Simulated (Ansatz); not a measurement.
## Formation energy and levels of the substitutional impurity P_S in CdS (F-43m)

Aim: at which Fermi levels does P_S in CdS (F-43m) change its charge? The model is a cell of 54 host atoms with 1 S taken out and 1 P put in.

Program: Ansatz 0.2.0. Level of theory: place-levels on r2SCAN runs: charge-transition levels and formation energies with image-charge correction and potential alignment at the atomic sites; PAW set soft_1. Results are calculated unless marked as measured.

## 1. The structure

The cell holds 54 atoms: 27 Cd, 26 S and 1 P. Its edges and angles: a = 12.471 Å, b = 12.471 Å, c = 12.471 Å, α = 60.0°, β = 60.0°, γ = 60.0°. It derives from CdS (space group F-43m). Nearest the centre at fractional (0.250, 0.583, 0.583): P10 at 0.00 Å, Cd17 at 2.55 Å, Cd29 at 2.55 Å, Cd33 at 2.55 Å, Cd35 at 2.55 Å, S26 at 4.16 Å, S12 at 4.16 Å, S8 at 4.16 Å.

Coordinates:

```xyz
54
Lattice="0.0000 8.8180 8.8180 8.8180 0.0000 8.8180 8.8180 8.8180 0.0000" Properties=species:S:1:pos:R:3 pbc="T T T"
Cd    0.0000    0.0000    0.0000
S     4.4090    4.4090    4.4090
Cd    2.9393    2.9393    0.0000
S     7.3484    7.3484    4.4090
Cd    5.8787    5.8787    0.0000
S    10.2877   10.2877    4.4090
Cd    2.9393    0.0000    2.9393
S     7.3484    4.4090    7.3484
Cd    5.8787    2.9393    2.9393
P    10.2877    7.3484    7.3484
Cd    8.8180    5.8787    2.9393
S    13.2270   10.2877    7.3484
Cd    5.8787    0.0000    5.8787
S    10.2877    4.4090   10.2877
Cd    8.8180    2.9393    5.8787
S    13.2270    7.3484   10.2877
Cd   11.7574    5.8787    5.8787
S    16.1664   10.2877   10.2877
Cd    0.0000    2.9393    2.9393
S     4.4090    7.3484    7.3484
Cd    2.9393    5.8787    2.9393
S     7.3484   10.2877    7.3484
Cd    5.8787    8.8180    2.9393
S    10.2877   13.2270    7.3484
Cd    2.9393    2.9393    5.8787
S     7.3484    7.3484   10.2877
Cd    5.8787    5.8787    5.8787
S    10.2877   10.2877   10.2877
Cd    8.8180    8.8180    5.8787
S    13.2270   13.2270   10.2877
Cd    5.8787    2.9393    8.8180
S    10.2877    7.3484   13.2270
Cd    8.8180    5.8787    8.8180
S    13.2270   10.2877   13.2270
Cd   11.7574    8.8180    8.8180
S    16.1664   13.2270   13.2270
Cd    0.0000    5.8787    5.8787
S     4.4090   10.2877   10.2877
Cd    2.9393    8.8180    5.8787
S     7.3484   13.2270   10.2877
Cd    5.8787   11.7574    5.8787
S    10.2877   16.1664   10.2877
Cd    2.9393    5.8787    8.8180
S     7.3484   10.2877   13.2270
Cd    5.8787    8.8180    8.8180
S    10.2877   13.2270   13.2270
Cd    8.8180   11.7574    8.8180
S    13.2270   16.1664   13.2270
Cd    5.8787    5.8787   11.7574
S    10.2877   10.2877   16.1664
Cd    8.8180    8.8180   11.7574
S    13.2270   13.2270   16.1664
Cd   11.7574   11.7574   11.7574
S    16.1664   16.1664   16.1664
```

Known beforehand: the electronic dielectric constant, 6.49, and the static one, 10.34, computed on the host (DFPT, PBEsol, on the r2SCAN cell), and a cell off the functional's own equilibrium shifts the ionic part.

The cell's shortest repeat is 12.5 Å.

## 2. The runs of each charge state

A transition level is the Fermi level at which two charge states cost the same, so each charge needs its own total energy, at its own relaxed structure.

Each atom starts 0.05 Å or so off its site in a random direction: a symmetric start keeps its symmetry, and would miss off-centre moves and Jahn–Teller distortions. Forces are taken at one point at (¼, ¼, ¼). The cell holds 1 electron more than the neutral one, with a uniform background that keeps it neutral on the whole.

The sampling was tested on the host first: at the k-points planned (1x1x1 shifted 0.25 0.25 0.25) its energy lies 0.033 eV an atom from the dense-mesh value, so the final energies take a denser sampling.

One state's input; the others differ in charge, spin, start and seed, and in occupations where the table says so.

Input file qm1.relax/input.yaml:

```yaml
crystal:
  lattice:
    - [0.0, 2.93934313, 2.93934313]
    - [2.93934313, 0.0, 2.93934313]
    - [2.93934313, 2.93934313, 0.0]
  atoms:
    - { symbol: Cd, position: [0.0, 0.0, 0.0] }
    - { symbol: S, position: [0.75, 0.75, 0.75] }
  supercell: [3, 3, 3]
  defects: [{ substitution: { at: 9, symbol: P } }]
total_charge: -1
basis:
  ecutwfc: 500
  xc_grid: 2
hamiltonian:
  xc: r2scan
  pseudopotentials: { kind: paw, azcp: { folder: soft_1 } }
kpoints:
  mp_grid: { grid: [1, 1, 1], shift: [0.25, 0.25, 0.25] }
scf:
  occupations: { method: fixed }
  max_iter: 100
output:
  forces: true
  charged_corrections: { epsilon: 6.49, static_epsilon: 10.34 }
relax:
  f_tol: 0.02
  max_steps: 80
  random_displacement: { amplitude: 0.05, seed: 1785 }
checkpoint:
  write: "../qm1.relax.run"
  compress: false
  write_wavefunctions: true
  write_every: 100000
```

On the command line:

```console
> ansatz run input.yaml --threads 4 --pin off --max-ram 15073MiB --backend cpu --events-out ev --progress --plain --runs-dir out
```

The relaxed structure is kept and the sampling changed to a 2×2×2 shifted mesh.

The run of this state that the levels use, under r2SCAN:

Input file qm1.point/input.yaml:

```yaml
crystal:
  checkpoint: "../qm1.relax.run"
  host: checkpoint
total_charge: -1
basis:
  ecutwfc: 500
  xc_grid: 2
hamiltonian:
  xc: r2scan
  pseudopotentials: { kind: paw, azcp: { folder: soft_1 } }
kpoints:
  mp_grid: { grid: [2, 2, 2], shift: [0.5, 0.5, 0.5] }
scf:
  occupations: { method: fermi_dirac, width: 0.01 }
  max_iter: 100
output:
  forces: true
  eigenvalues: true
  charged_corrections:
    epsilon: 6.49
    static_epsilon: 10.34
    defect_position: [0.25, 0.583333, 0.583333]
  eigenstates: { localisation: true }
  populations: true
  band_densities: [{ bands: [v1, v1] }, { bands: [c1, c1] }]
  write_density: true
  write_potential: true
  volumetric_format: npy
checkpoint:
  read: "../qm1.relax.run"
  write: "../qm1.point.run"
  compress: false
  write_wavefunctions: false
  write_every: 100000
```

Relaxations under r2SCAN at one point at (¼, ¼, ¼); times on 4 threads of Arm Neoverse V2, shared host:

```tsv
charge	moment (μB)	occupations	outcome	steps	largest displacement against the far atoms (Å)	time
−1	0	fixed	converged	4	0.10	3 min
0	1	fixed	converged	6	0.14	12 min
+1	0	fixed	converged	5	0.05	8.9 min
+1	2	fixed	converged	6	0.09	11 min
```

Single points under r2SCAN at a 2×2×2 shifted mesh; times on 4 threads of Arm Neoverse V2, shared host:

```tsv
charge	moment (μB)	occupations	outcome	time
−1	0	fermi-dirac	converged	4.6 min
0	1	fermi-dirac	converged	14 min
+1	0	fermi-dirac	converged	6.5 min
+1	2	fermi-dirac	converged	12 min
```

Distances (Å) from P10 to the nearest atoms after relaxation with r2SCAN:

```tsv
charge	moment (μB)	1.	2.	3.	4.	5.	6.
−1	0	Cd 2.45	Cd 2.46	Cd 2.46	Cd 2.46	S 4.16	S 4.16
0	1	Cd 2.49	Cd 2.49	Cd 2.56	Cd 2.60	S 4.08	S 4.10
+1	0	Cd 2.48	Cd 2.54	Cd 2.55	Cd 2.55	S 4.13	S 4.14
+1	2	Cd 2.51	Cd 2.61	Cd 2.62	Cd 2.62	S 4.14	S 4.14
```

## 3. Levels against the band edges, r2SCAN

A charged cell interacts with its images and the background, and its potential has another zero than the host's. place-levels removes the first by a point-charge model, screened by the static dielectric constant since the ions have relaxed around the charge, and the second by comparing potentials at atoms far from the defect.

The host is a run of the defect-free crystal in the same cutoffs, grids and k-points, so that basis and sampling errors cancel in part in the differences. The host is run in a cell of 2 atoms on a matching mesh. Its band edges are searched through the zone by a band path, so the gap is smaller than, or equal to, that on the mesh. Chemical potentials are energies per atom of S (S12 rings, Pnnm, not the stable S8 form) and P (black phosphorus), run with the same functional and cutoff.

Input file levels.point.yaml:

```yaml
host:
  run: host.point.run
states: [qm1.point.run, q0_M1.point.run, qp1.point.run, qp1_M2.point.run]
geometry_from:
  qm1.point.run: qm1.relax.run
  q0_M1.point.run: q0_M1.relax.run
  qp1.point.run: qp1.relax.run
  qp1_M2.point.run: qp1_M2.relax.run
  host.point.run: host.relax.run
chemical_potentials:
  S:
    energy: -905.804739
    dataset: "<sha256 of the dataset>"
  P:
    energy: -759.166194
    dataset: "<sha256 of the dataset>"
epsilon: 6.49
static_epsilon: 10.34
vertical:
  - { from: qm1.point.run, to: qm1.point_neutral.run }
  - { from: qp1.point.run, to: qp1.point_neutral.run }
  - { from: qp1_M2.point.run, to: qp1_M2.point_neutral.run }
```

On the command line:

```console
> ansatz place-levels levels.point.yaml -- --threads 4 --pin off --max-ram 15073MiB
```

Numbers of over 12 decimals in the logs are rounded to 6 here.

The log of the run:

```text
[... repeated set-up lines and file paths are left out, and long positions are rounded to six places ...]
(+1/0) 0.000 eV above the valence edge (-0.057 eV without the band-filling correction), 1.537 eV under the conduction edge
(0/-1) 0.496 eV above the valence edge, 1.041 eV under the conduction edge
formation energy of charge +1: +2.679 eV with the Fermi level at the valence edge
formation energy of charge 0: +2.679 eV with the Fermi level at the valence edge
formation energy of charge -1: +3.175 eV with the Fermi level at the valence edge
vertical -1 to 0: no energy, since no alignment is typed
  the change from vertical[0].from (qm1.point.run) to vertical[0].to (qm1.point_neutral.run): by its potential at epsilon 6.49 it stands at 0.251 0.585 0.585, with an rms radius of about 3.0 Å (1.8 1.7 1.8 Å across the planes of the cell's vectors); [...]
vertical +1 to 0: no energy, since no alignment is typed
  the change from vertical[1].from (qp1.point.run) to vertical[1].to (qp1.point_neutral.run): by its spins about the atoms it stands at 0.251 0.590 0.590, with an rms radius of about 3.6 Å (2.2 1.9 2.0 Å across the planes of the cell's vectors); [...]
vertical +1 to 0: no energy, since no alignment is typed
  the change from vertical[2].from (qp1_M2.point.run) to vertical[2].to (qp1_M2.point_neutral.run): by its potential at epsilon 6.49 it stands at 0.267 0.605 0.601, with an rms radius of about 2.7 Å (1.7 1.2 1.7 Å across the planes of the cell's vectors); [...]
  edges by r2scan, gap 1.537 eV; the host is sampled to repeats of 24.94 Å
  the defect's cells are sampled to repeats of 24.94 Å, like sampling
  charge +1: -247600.0352 eV with its correction of +0.087 eV, at epsilon 10.34, aligned at sites: -0.0942 eV, mean over 19 atomic sites at or beyond 6.24 Å from the host's site at [0.2501, 0.5834, 0.5834] by the defect at [0.2500, 0.5833, 0.5833], with [...]
  states[2] (qp1.point.run): levels filled in part (TS 0.010 eV): its energy is of no whole electron's
  charge 0: +0.000 eV for its dipole among its images, +0.000 omitted
  charge -1: -247586.9566 eV with its correction of +0.178 eV, at epsilon 10.34, aligned at sites: +0.0029 eV, mean over 19 atomic sites at or beyond 6.24 Å from the host's site at [0.2501, 0.5834, 0.5834] by the defect at [0.2500, 0.5833, 0.5833], with [...]
  charge +1: states[3] (qp1_M2.point.run) stands 0.005 eV higher, with a moment of 2.00 μB against 0.00
  of states[2] (qp1.point.run): how wide its charge is, is not read beside other atoms or cores, and a band state would take no correction. [...]
  of states[1] (q0_M1.point.run): stability_check_not_made
  of states[0] (qm1.point.run): it parts from the run at its places by a charge that spreads by about 1.8 Å along one vector (1.8 Å or more is wide), by its potential at epsilon 6.49, taken for that of held ions (one typed too small widens it), where the cell [...]
  of states[3] (qp1_M2.point.run): its alignment with the host at atomic sites is doubtful: the mean over the far sites moves by -0.0952 eV from their farther parts to their nearer, more than 0.05 eV. [...]
  of vertical[0].from (qm1.point.run): it parts from the run at its places by a charge that spreads by about 1.8 Å along one vector (1.8 Å or more is wide), by its potential at epsilon 6.49, taken for that of held ions (one typed too small widens it), where [...]
  vertical[0].to (qm1.point_neutral.run): levels filled in part (TS 0.005 eV): its energy is of no whole electron's
  of vertical[0].to (qm1.point_neutral.run): stability_check_not_made
  vertical[1].from (qp1.point.run): levels filled in part (TS 0.010 eV): its energy is of no whole electron's
  of vertical[1].from (qp1.point.run): it parts from the run at its places by a charge that spreads by about 2.2 Å along one vector (1.8 Å or more is wide), by the spins about the atoms, where the cell does not tell a trapped carrier from a band state. [...]
  vertical[1].to (qp1.point_neutral.run): levels filled in part (TS 0.002 eV): its energy is of no whole electron's
  of vertical[1].to (qp1.point_neutral.run): stability_check_not_made
  of vertical[2].from (qp1_M2.point.run): stability_check_not_made
  vertical[2].to (qp1_M2.point_neutral.run): levels filled in part (TS 0.001 eV): its energy is of no whole electron's
  of vertical[2].to (qp1_M2.point_neutral.run): it set out from the moments of a save, which an earlier run chose (saved_moments_taken); stability_check_not_made
```

Run time: 0.39 s. Hardware: 4 threads of Arm Neoverse V2, shared host.

Levels between the charges placed, in eV above the valence top:

```tsv
	gap (eV)	(+1/0)	(0/−1)
r2SCAN	1.54	0.00	0.50
```

Corrections by state:

```tsv
charge	moment (μB)	image terms and alignment (eV)	band filling (eV)	ε used	over the lowest of its charge, as the program ranks them, band filling apart (eV)
+1	0.0	0.087	-0.057	10.34	0.000
0	1.0	0.000	-	-	0.000
−1	0.0	0.178	-	10.34	0.000
+1	2.0	0.114	-	10.34	0.005
```

The charged structures listed were also run neutral, and place-levels reads from each pair, by the potential or the spins, how wide the charge is by which they differ; that can be the carrier of either run.

```tsv
charge	rms radius (Å)	spread where it is widest against the cell (Å)	wide from (Å)	reading
+1	3.6	2.21	1.76	wide
−1	3.0	1.77	1.76	wide
```

The neutral runs of these pairs need not share the spin of the lowest neutral state, and very wide values only mean spread over the cell.

From the program's caveats on the states, each cut to its opening words:

- charge +1: how wide its charge is, is not read beside other atoms or cores, and a band state would take no correction
- charge +1: a band-filling correction moves a carrier to the host's band edge, which changes its energy by -0.057 eV
- charge +1: its alignment with the host at atomic sites is doubtful: the mean over the far sites moves by -0.0639 eV from their farther parts to their nearer, more than [...]
- charge 0 (1 μB), +1 (2 μB): flagged: stability check not made
- charge −1: it parts from the run at its places by a charge that spreads by about 1.8 Å along one vector (1.8 Å or more is wide), by its potential at epsilon 6.49, taken [...]
- charge −1: its alignment with the host at atomic sites is doubtful: the mean over the far sites moves by +0.0649 eV from their farther parts to their nearer, more than [...]
- charge +1 (2 μB): its alignment with the host at atomic sites is doubtful: the mean over the far sites moves by -0.0952 eV from their farther parts to their nearer, more than [...]
- charge +1 (2 μB): the host's ions (past the first shell or, of a walk that freed a part, those that it held) aren't shown at rest: they stand up to 0.044 Å off their sites, 0.50 [...]

The host's formation energy from the elements is -0.806 eV per atom; it sets how far the chemical potentials can move.

Limit set by the element alone; other compounds of these elements are not counted. Chemical potentials from the elements' reference states: Cd 0.00 eV, S -1.61 eV, P 0.00 eV. Formation energy by charge state (Cd-rich; gap 1.54 eV):

```tsv
charge	at valence top (eV)	at conduction bottom (eV)	correction included (eV)
+1	1.07	2.60	0.03
0	1.07	1.07	0.00
−1	1.56	0.03	0.18
```

Fermi level (eV), lowest formation energy (eV) and a bar:
```
     0.00       1.07 ##############################
     0.14       1.07 ##############################
     0.28       1.07 ##############################
     0.42       1.07 ##############################
     0.56       1.00 ############################
     0.70       0.87 ########################
     0.84       0.72 ####################
     0.98       0.58 ################
     1.12       0.45 ############
     1.26       0.31 ########
     1.40       0.17 ####
     1.54       0.03
```

Limit set by the element alone; other compounds of these elements are not counted. Chemical potentials from the elements' reference states: S 0.00 eV, Cd -1.61 eV, P 0.00 eV. Formation energy by charge state (S-rich; gap 1.54 eV):

```tsv
charge	at valence top (eV)	at conduction bottom (eV)	correction included (eV)
+1	2.68	4.22	0.03
0	2.68	2.68	0.00
−1	3.18	1.64	0.18
```

(Fermi level (eV), lowest formation energy (eV)): (0.00, 2.68), (0.14, 2.68), (0.28, 2.68), (0.42, 2.68), (0.56, 2.62), (0.70, 2.48), (0.84, 2.34), (0.98, 2.20), (1.12, 2.06), (1.26, 1.92), (1.40, 1.78), (1.54, 1.64)

## 4. Effect of the sampling

The relaxations' own energies give the levels at their sampling, for comparison.

Input file levels.relax_mesh.yaml:

```yaml
host:
  run: host.relax.run
states: [qm1.relax.run, q0_M1.relax.run, qp1.relax.run, qp1_M2.relax.run]
chemical_potentials:
  S:
    energy: -905.804739
    dataset: "<sha256 of the dataset>"
  P:
    energy: -759.166194
    dataset: "<sha256 of the dataset>"
```

On the command line:

```console
> ansatz place-levels levels.relax_mesh.yaml -- --threads 4 --pin off --max-ram 15073MiB
```

The log of the run:

```text
(+1/0) 0.089 eV above the valence edge, 1.429 eV under the conduction edge
(0/-1) 0.625 eV above the valence edge, 0.894 eV under the conduction edge
formation energy of charge +1: +2.503 eV with the Fermi level at the valence edge
formation energy of charge 0: +2.592 eV with the Fermi level at the valence edge
formation energy of charge -1: +3.217 eV with the Fermi level at the valence edge
  edges by r2scan, gap 1.518 eV; the host is sampled to repeats of 12.47 Å
[... the lines on each state left out ...]
```

The job ended after 0.11 s (4 threads).

Levels between neighbouring charges, in eV above the valence top:

```tsv
	gap (eV)	(+1/0)	(0/−1)
one point at (¼, ¼, ¼)	1.52	0.09	0.62
a 2×2×2 shifted mesh	1.54	0.00	0.50
```

Going from one point at (¼, ¼, ¼) to a 2×2×2 shifted mesh moves the levels that carry no band-filling term by up to 0.13 eV and formation energies against the elements by up to 0.18 eV; band-filling terms, which differ between samplings, are in these energies.

## 5. Summary of results

```yaml
gap_of_the_host: 1.54 eV (r2SCAN)
level_plus_1_over_0: 0.00 eV above the valence top (-0.06 eV above the valence top without the band-filling term)
level_0_minus_1: 0.50 eV above the valence top
lowest_of_the_charges_placed_just_above_the_valence_top_0p02_ev: 0
lowest_of_the_charges_placed_just_below_the_conduction_bottom_0p02_ev: −1
lowest_formation_energy_at_mid_gap_of_the_charges_run_cd_rich: 0.79 eV
lowest_formation_energy_at_mid_gap_of_the_charges_run_s_rich: 2.41 eV
```

Of the charges placed (−1, 0 and +1), the lowest changes at 0.50 eV (0/−1) above the valence top, in a gap of 1.54 eV. Charges below −1 were not placed, so these runs say nothing of levels that involve them. States placed: +1 at 0 μB and 2 μB; 0 at 1 μB; −1 at 0 μB. Other spin states or structures, where not listed, weren't placed. The program finds carriers beyond a band edge of the host and adds a band-filling term at charge +1 (-0.06 eV); steps to such a charge show no bound level, and a defect level inside a band would be read the same way. P is taken at its element; compounds, which aren't counted here, bound the chemical potentials and would shift these formation energies. Going from one point at (¼, ¼, ¼) to a 2×2×2 shifted mesh moves the levels that carry no band-filling term by up to 0.13 eV and formation energies against the elements by up to 0.18 eV; band-filling terms, which differ between samplings, are in these energies. The program doubts the alignment of potentials for at least one state, a sign that the cell is small. Keep in mind: r2SCAN makes the gap too small and tends to spread out bound carriers; spin–orbit coupling, which can matter with heavy atoms, is left out; force components of up to 0.24 eV/Å remain in a run at the final settings.

[Logs are printed without paths, hosts, clocks, repeated set-up lines and the standing remarks that a program may print on its own settings, such as how far it seeks lower states.]

[Hosts, paths, dates, database ids (printed as entryN), source tags and the programs' standing remarks are cut or masked in the printed files.]

[Where a table of states has a column of steps, it counts the stored structures, which are thinned; the runs took as many ionic steps or more.]

[A defect's name tells the site on which it was built; relaxed atoms can leave that site.]

[For some hosts the program warned that the k-mesh of the response run may be too coarse for force constants and the static dielectric constant; such warnings are not shown here.]
